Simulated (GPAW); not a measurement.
## How KZnF3 absorbs and reflects light

Aim: the dielectric function of KZnF3, and the optical constants that follow from it.

Method: DFT, LDA, plane-wave PAW (GPAW data sets), scalar-relativistic, RPA, optical limit, in GPAW 26.7.0.

## (1) Set-up

It takes space group Pm-3m (No. 221, cubic). Conventional cell: a = 4.050 Å, b = 4.050 Å, c = 4.050 Å, α = 90.00°, β = 90.00°, γ = 90.00°. Nearest to Zn lie 6 F at 2.02 Å. Nearest to K lie 12 F at 2.86 Å. F has 2 Zn at 2.02 Å and 4 K at 2.86 Å nearest. Farther neighbours and most contacts between anions are not listed.

Structure file:

```cif
data_structure
_symmetry_space_group_name_H-M 'Pm-3m'
_symmetry_Int_Tables_number 221
_cell_length_a 4.0500
_cell_length_b 4.0500
_cell_length_c 4.0500
_cell_angle_alpha 90.000
_cell_angle_beta 90.000
_cell_angle_gamma 90.000
_cell_volume 66.43
loop_
_atom_site_label
_atom_site_type_symbol
_atom_site_symmetry_multiplicity
_atom_site_Wyckoff_symbol
_atom_site_fract_x
_atom_site_fract_y
_atom_site_fract_z
_atom_site_occupancy
Zn1 Zn 1 b 0.50000 0.50000 0.50000 1
K1 K 1 a 0.00000 0.00000 0.00000 1
F1 F 3 c 0.50000 0.00000 0.50000 1
```

## (2) Ground state

First the ground state: is it a metal or has it a gap?

This step: DFT, LDA, plane-wave PAW (GPAW data sets), scalar-relativistic, ground state (GPAW 26.7.0).

Contents of gs.py:

```python
from ase import Atoms
from ase.dft.bandgap import bandgap
from gpaw import GPAW, PW, FermiDirac

atoms = Atoms(['Zn', 'K', 'F', 'F', 'F'],
              cell=[[4.050000000000, 0.000000000000, 0.000000000000],
                    [0.000000000000, 4.050000000000, 0.000000000000],
                    [0.000000000000, 0.000000000000, 4.050000000000]],
              scaled_positions=[[0.500000000000, 0.500000000000, 0.500000000000],
                                [0.000000000000, 0.000000000000, 0.000000000000],
                                [0.500000000000, 0.000000000000, 0.500000000000],
                                [0.000000000000, 0.500000000000, 0.500000000000],
                                [0.500000000000, 0.500000000000, 0.000000000000]],
              pbc=[True, True, True])
atoms.calc = GPAW(mode=PW(500), xc='LDA', kpts={'size': (6, 6, 6), 'gamma': True},
                  occupations=FermiDirac(0.05), maxiter=150, txt='gs.txt')
print('energy (eV)', atoms.get_potential_energy())
print('Fermi level (eV)', atoms.calc.get_fermi_level())
print('valence electrons', atoms.calc.get_number_of_electrons())
print('gap (eV)', bandgap(atoms.calc, output=None)[0])
print('direct gap (eV)', bandgap(atoms.calc, direct=True, output=None)[0])
atoms.calc.write('gs.gpw')
```

The run is started by

```
$ OMP_NUM_THREADS=1 python gs.py
```

Numbers of over 12 decimals in the logs are rounded to 6 here.

What it wrote:

```text
__  _  _
 | _ |_)|_||  |
 |__||  | ||/\| - 26.7.0

Versions:
  Python: 3.12.14
  ASE:    3.29.0
  Numpy:  2.5.5
  Scipy:  1.18.1
  Libxc:  7.0.0

Input parameters:
  mode=PW(ecut=500.0),
  kpts=MonkhorstPack(size=(6, 6, 6), gamma=True),
  maxiter=150,
  occupations=Occupations(name='fermi-dirac', width=0.05, fixmagmom=False),
  xc=XC(name='LDA')

Diagonalizing LCAO Hamiltonian
Converting LCAO to pw mode
   .---------.
  /|         |
 * |         |
 |F|   Zn    |
 | |         |
 | .--F------.
 |/    F    /
 K---------*

Atoms  # Å, Bohr magnetons
|   | symbol |        x |        y |        z |    initial magnetic moments |
| 0 |     Zn | 2.025000 | 2.025000 | 2.025000 | ( 0.0000,  0.0000,  0.0000) |
| 1 |      K | 0.000000 | 0.000000 | 0.000000 | ( 0.0000,  0.0000,  0.0000) |
| 2 |      F | 2.025000 | 0.000000 | 2.025000 | ( 0.0000,  0.0000,  0.0000) |
| 3 |      F | 0.000000 | 2.025000 | 2.025000 | ( 0.0000,  0.0000,  0.0000) |
| 4 |      F | 2.025000 | 2.025000 | 0.000000 | ( 0.0000,  0.0000,  0.0000) |

Unit cell  # Å
| periodic |        x |        y |        z |  lengths |    angles |
|      yes | 4.050000 | 0.000000 | 0.000000 | 4.050000 | 90.000000 |
|      yes | 0.000000 | 4.050000 | 0.000000 | 4.050000 | 90.000000 |
|      yes | 0.000000 | 0.000000 | 4.050000 | 4.050000 | 90.000000 |

Number of symmetries: 48
Symmetry operations  # r_c * U_cc + t_c -> r_c
|    | kind |            matrix            |
|  0 |  E   |  1, 0, 0,  0, 1, 0,  0, 0, 1 |
|  1 |  σ   |  1, 0, 0,  0, 1, 0,  0, 0,-1 |
|  2 |  σ   |  1, 0, 0,  0, 0, 1,  0, 1, 0 |
|  3 |  C4  |  1, 0, 0,  0, 0, 1,  0,-1, 0 |
|  4 |  C4  |  1, 0, 0,  0, 0,-1,  0, 1, 0 |
|  5 |  σ   |  1, 0, 0,  0, 0,-1,  0,-1, 0 |
|  6 |  σ   |  1, 0, 0,  0,-1, 0,  0, 0, 1 |
|  7 |  C2  |  1, 0, 0,  0,-1, 0,  0, 0,-1 |
|  8 |  σ   |  0, 1, 0,  1, 0, 0,  0, 0, 1 |
|  9 |  C2  |  0, 1, 0,  1, 0, 0,  0, 0,-1 |
| 10 |  C3  |  0, 1, 0,  0, 0, 1,  1, 0, 0 |
| 11 |  S6  |  0, 1, 0,  0, 0, 1, -1, 0, 0 |
| 12 |  S6  |  0, 1, 0,  0, 0,-1,  1, 0, 0 |
| 13 |  C3  |  0, 1, 0,  0, 0,-1, -1, 0, 0 |
| 14 |  C4  |  0, 1, 0, -1, 0, 0,  0, 0, 1 |
| 15 |  S4  |  0, 1, 0, -1, 0, 0,  0, 0,-1 |
| 16 |  C3  |  0, 0, 1,  1, 0, 0,  0, 1, 0 |
| 17 |  S6  |  0, 0, 1,  1, 0, 0,  0,-1, 0 |
| 18 |  σ   |  0, 0, 1,  0, 1, 0,  1, 0, 0 |
| 19 |  C4  |  0, 0, 1,  0, 1, 0, -1, 0, 0 |
| 20 |  C2  |  0, 0, 1,  0,-1, 0,  1, 0, 0 |
| 21 |  S4  |  0, 0, 1,  0,-1, 0, -1, 0, 0 |
| 22 |  S6  |  0, 0, 1, -1, 0, 0,  0, 1, 0 |
| 23 |  C3  |  0, 0, 1, -1, 0, 0,  0,-1, 0 |
| 24 |  S6  |  0, 0,-1,  1, 0, 0,  0, 1, 0 |
| 25 |  C3  |  0, 0,-1,  1, 0, 0,  0,-1, 0 |
| 26 |  C4  |  0, 0,-1,  0, 1, 0,  1, 0, 0 |
| 27 |  σ   |  0, 0,-1,  0, 1, 0, -1, 0, 0 |
| 28 |  S4  |  0, 0,-1,  0,-1, 0,  1, 0, 0 |
| 29 |  C2  |  0, 0,-1,  0,-1, 0, -1, 0, 0 |
| 30 |  C3  |  0, 0,-1, -1, 0, 0,  0, 1, 0 |
| 31 |  S6  |  0, 0,-1, -1, 0, 0,  0,-1, 0 |
| 32 |  C4  |  0,-1, 0,  1, 0, 0,  0, 0, 1 |
| 33 |  S4  |  0,-1, 0,  1, 0, 0,  0, 0,-1 |
| 34 |  S6  |  0,-1, 0,  0, 0, 1,  1, 0, 0 |
| 35 |  C3  |  0,-1, 0,  0, 0, 1, -1, 0, 0 |
| 36 |  C3  |  0,-1, 0,  0, 0,-1,  1, 0, 0 |
| 37 |  S6  |  0,-1, 0,  0, 0,-1, -1, 0, 0 |
| 38 |  σ   |  0,-1, 0, -1, 0, 0,  0, 0, 1 |
| 39 |  C2  |  0,-1, 0, -1, 0, 0,  0, 0,-1 |
| 40 |  σ   | -1, 0, 0,  0, 1, 0,  0, 0, 1 |
| 41 |  C2  | -1, 0, 0,  0, 1, 0,  0, 0,-1 |
| 42 |  C2  | -1, 0, 0,  0, 0, 1,  0, 1, 0 |
| 43 |  S4  | -1, 0, 0,  0, 0, 1,  0,-1, 0 |
| 44 |  S4  | -1, 0, 0,  0, 0,-1,  0, 1, 0 |
| 45 |  C2  | -1, 0, 0,  0, 0,-1,  0,-1, 0 |
| 46 |  C2  | -1, 0, 0,  0,-1, 0,  0, 0, 1 |
| 47 |  i   | -1, 0, 0,  0,-1, 0,  0, 0,-1 |

BZ-sampling:
  Number of BZ points: 216
  Number of IBZ points: 20

  Monkhorst-Pack size: [6, 6, 6]
  Monkhorst-Pack shift: [0.083333, 0.083333, 0.083333]

K-points  # in reciprocal-cell coordinates
|     |                                coordinates |     weight |
|   0 | (  0.00000000,   0.00000000,   0.00000000) | 0.00462963 |
|   1 | (  0.16666667,   0.00000000,   0.00000000) | 0.02777778 |
|   2 | (  0.16666667,   0.16666667,   0.00000000) | 0.05555556 |
|   3 | (  0.16666667,   0.16666667,   0.16666667) | 0.03703704 |
|   4 | (  0.33333333,   0.00000000,   0.00000000) | 0.02777778 |
|   5 | (  0.33333333,   0.16666667,   0.00000000) | 0.11111111 |
|   6 | (  0.33333333,   0.16666667,   0.16666667) | 0.11111111 |
|   7 | (  0.33333333,   0.33333333,   0.00000000) | 0.05555556 |
|   8 | (  0.33333333,   0.33333333,   0.16666667) | 0.11111111 |
|   9 | (  0.33333333,   0.33333333,   0.33333333) | 0.03703704 |
| ... |                                            |            |
|  19 | (  0.50000000,   0.50000000,   0.50000000) | 0.00462963 |

Plane wave coefficients: 1743
Cutoff: 500.0 eV

Spin-components: 1 (collinear spins)
Bands:           26
Projectors:      26
Spin-degeneracy: 2
Datatype:        complex128

Parallelization:
  kpt:    1
  domain: 1
  band:   1

Density:
  Valence electrons: 42.0
  Components: 1
  Grid points: [21 21 21]
  Charge: 0.0  # |e|

Potential:
  Grid points: [21 21 21]

species:
  Zn:
    name:    Zinc
    id:
    Z:       30.0
    valence: 12
    core:    18
    charge:  0.0  # [|e|]
    compensation charges:
      type: gauss
      rc: 0.37  # [Å]
      lmax: 2
    cutoffs:
      filter: 2.14  # [Å]
      core: 2.28  # [Å]
    projectors
    | kind |    occ | energy [eV] | rcut [Å] |
    |   4s |  2.000 |      -6.218 |    1.286 |
    |   4p |  0.000 |      -1.230 |    1.270 |
    |   3d | 10.000 |     -10.426 |    1.180 |
    |    s |        |      20.994 |    1.286 |
    |    p |        |      25.981 |    1.270 |
    |    d |        |      16.786 |    1.180 |

    Using partial waves for Zn as LCAO basis

  K:
    name:    Potassium
    id:
    Z:       19.0
    valence: 9
    core:    10
    charge:  0.0  # [|e|]
    compensation charges:
      type: gauss
      rc: 0.35  # [Å]
      lmax: 2
    cutoffs:
      filter: 1.91  # [Å]
      core: 1.27  # [Å]
    projectors
    | kind |    occ | energy [eV] | rcut [Å] |
    |   3s |  2.000 |     -35.177 |    1.122 |
    |   4s |  1.000 |      -2.428 |    1.122 |
    |   3p |  6.000 |     -18.839 |    1.106 |
    |    p |        |       8.373 |    1.106 |
    |    d |        |       0.000 |    0.937 |

    Using partial waves for K as LCAO basis

  F:
    name:    Fluorine
    id:
    Z:       9.0
    valence: 7
    core:    2
    charge:  0.0  # [|e|]
    compensation charges:
      type: gauss
      rc: 0.20  # [Å]
      lmax: 2
    cutoffs:
      filter: 1.14  # [Å]
      core: 0.74  # [Å]
    projectors
    | kind |    occ | energy [eV] | rcut [Å] |
    |   2s |  2.000 |     -29.647 |    0.635 |
    |   2p |  5.000 |     -11.293 |    0.635 |
    |    s |        |      -2.435 |    0.635 |
    |    p |        |      15.918 |    0.635 |
    |    d |        |       0.000 |    0.635 |

    Using partial waves for F as LCAO basis

Reference energy: -73225.448066  # eV

eigensolver:
  PPCG
  Converge bands: occupied
  niter=2

density mixing:
  MSR1-Mixer
  Pratt-step length: 0.05
  Maximum mixing coefficient: 0.75
  Old densities: 10
  SVD Regularization: 0.005
  Good broyden scale: 1.0
  Trust region scale: 1.0
  Backstep threshold: 4.0
  History deletion threshold: 6.0
  Fourier metric: weight=20.0, sigma=0.015

occupation numbers:
  Fermi-Dirac:
    width: 0.0500  # eV

poisson solver:
  ecut: 4000.0  # eV

xc functional:
  name: None

convergence criteria:
- Maximum [total energy] change in last 3 cyles: 0.0005 eV / valence electron
- Maximum integral of absolute [dens]ity change: 0.0001 electrons / valence electron
- Maximum integral of absolute [eigenst]ate change: 4e-08 eV^2 / valence electron
maximum number of iterations: 150

SCF iterations
|iter     |      energy | eigst |  dens |
|iter:   1||  -24.305767 | -0.02 |       |
|iter:   2||  -23.988368 | -1.52 | -1.20 |
|iter:   3||  -22.974552 | -0.62 | -1.24 |
|iter:   4||  -22.947716 | -2.83 | -1.68 |
|iter:   5||  -22.943699 | -2.61 | -2.02 |
|iter:   6||  -22.943774c| -4.58 | -2.92 |
|iter:   7||  -22.943777c| -5.75 | -3.39 |
|iter:   8||  -22.943777c| -6.65 | -3.97 |
|iter:   9||  -22.943777c| -7.39 | -4.69c|
|iter:  10||  -22.943777c| -8.02c| -5.47c|

Converged in 10 steps
SCF loop duration: 12.404 s (1.240 s/step)
Energy contributions relative to reference atoms: (reference = -73225.448066)

Energy contributions:
  Kinetic:          29.530986
  Coulomb:         -25.785307
  Zero:             -0.067389
  External:          0.000000
  Xc:              -26.622067
  Entropy:           0.000000
  Spinorbit:         0.000000
  ----------------------------
  Free energy:     -22.943777
  Extrapolated:    -22.943777

dipole moment: (-26.795332, -26.795332, -26.795332)  # |e|*Ang

Fermi level: 3.199
Eigenvalues  # (at kpt = [0.000, 0.000, 0.000])
| band index |      eig [eV] | occ [0-2] |
|          0 |       -25.240 |     2.000 |
|        ... |               |           |
|         13 |        -1.795 |     2.000 |
|         14 |        -1.795 |     2.000 |
|         15 |        -0.726 |     2.000 |
|         16 |        -0.726 |     2.000 |
|         17 |        -0.726 |     2.000 |
|         18 |        -0.507 |     2.000 |
|         19 |        -0.507 |     2.000 |
|         20 |        -0.507 |     2.000 |
|         21 |         4.882 |     0.000 |
|         22 |         9.782 |     0.000 |
|         23 |         9.782 |     0.000 |
|         24 |        10.356 |     0.000 |
|         25 |        14.793 |     0.000 |

Gap: 3.562 eV
Transition (v -> c):
  (s=0, k=19, n=20, [0.50, 0.50, 0.50]) -> (s=0, k=0, n=21, [0.00, 0.00, 0.00])
Direct/indirect transitions are different
Direct gap: 5.389 eV
Transition at: (s=0, k=0, n=20, [0.00, 0.00, 0.00])

--- standard output ---
energy (eV) -22.943777
Fermi level (eV) 3.199282
valence electrons 42.0
gap (eV) 3.562087
direct gap (eV) 5.388519
```

It took 14 s on 1 thread of Arm Neoverse V2, shared host; peak memory 0.16 GiB.

This step gave:

| Quantity | Value |
| --- | --- |
| energy | -22.94 eV |
| Fermi energy | 3.199 eV |
| gap on the k-mesh | 3.562 eV |
| direct gap on the mesh | 5.389 eV |
| electrons | 42 |

There is a gap, 3.56 eV on this mesh (points off the mesh can give less), so no carriers' term is needed.

## (3) Bands for the response

At the fixed density, many empty bands are solved on the mesh of the response, since the spectrum sums over them.

This step: DFT, LDA, plane-wave PAW (GPAW data sets), scalar-relativistic, bands at fixed density (GPAW 26.7.0).

Contents of nscf.py:

```python
from ase.dft.bandgap import bandgap
from gpaw import GPAW, FermiDirac

calc = GPAW('gs.gpw').fixed_density(kpts={'size': (8, 8, 8), 'gamma': True}, nbands=51, convergence={'bands': 45},
                                    occupations=FermiDirac(0.001), txt='nscf.txt')
print('gap (eV)', bandgap(calc, output=None)[0])
print('direct gap (eV)', bandgap(calc, direct=True, output=None)[0])
print('top band over the Fermi level (eV)', min(calc.get_eigenvalues(kpt=k)[44] for k in range(len(calc.get_ibz_k_points()))) - calc.get_fermi_level())
calc.write('full.gpw', mode='all')
```

The run is started by

```
$ OMP_NUM_THREADS=1 python nscf.py
```

What it wrote:

```text
Diagonalizing LCAO Hamiltonian
Converting LCAO to pw mode
convergence criteria:
- Maximum integral of absolute [eigenst]ate change: 4e-08 eV^2 / valence electron
maximum number of iterations: 150

SCF iterations
|iter     |      energy | eigst |  dens |
|iter:   1||             | +3.40 |       |
|iter:   2||             | +2.24 |       |
|iter:   3||             | +1.59 |       |
|iter:   4||             | +0.74 |       |
|iter:   5||             | -0.11 |       |
|iter:   6||             | -1.13 |       |
|iter:   7||             | -2.00 |       |
|iter:   8||             | -3.00 |       |
|iter:   9||             | -3.84 |       |
|iter:  10||             | -4.77 |       |
|iter:  11||             | -5.47 |       |
|iter:  12||             | -6.18 |       |
|iter:  13||             | -6.72 |       |
|iter:  14||             | -7.16 |       |
|iter:  15||             | -7.62c|       |
SCF steps: 15
  __  _  _
 | _ |_)|_||  |
 |__||  | ||/\| - 26.7.0

Versions:
  Python: 3.12.14
  ASE:    3.29.0
  Numpy:  2.5.5
  Scipy:  1.18.1
  Libxc:  7.0.0

Input parameters:
  mode=PW(ecut=500.0),
  convergence={'bands': 45},
  gpts=array([21, 21, 21]),
  kpts=MonkhorstPack(size=(8, 8, 8), gamma=True),
  maxiter=150,
  nbands=51,
  occupations=Occupations(name='fermi-dirac', width=0.001, fixmagmom=False),
  parallel={},
  xc=XC(name='LDA')

--- standard output ---
gap (eV) 3.562087
direct gap (eV) 5.388519
top band over the Fermi level (eV) 24.505282
```

Wall time 59 s (1 thread); peak memory 0.22 GiB.

(Part 1 of 2 ends here.)

[Machine, clock and banner lines and Python warnings are left out of the logs.]

[Logs are printed without paths, hosts, clocks, repeated set-up lines and the standing remarks that a program may print on its own settings, such as how far it seeks lower states.]

[Hosts, paths, dates, database ids (printed as entryN), source tags and the programs' standing remarks are cut or masked in the printed files.]
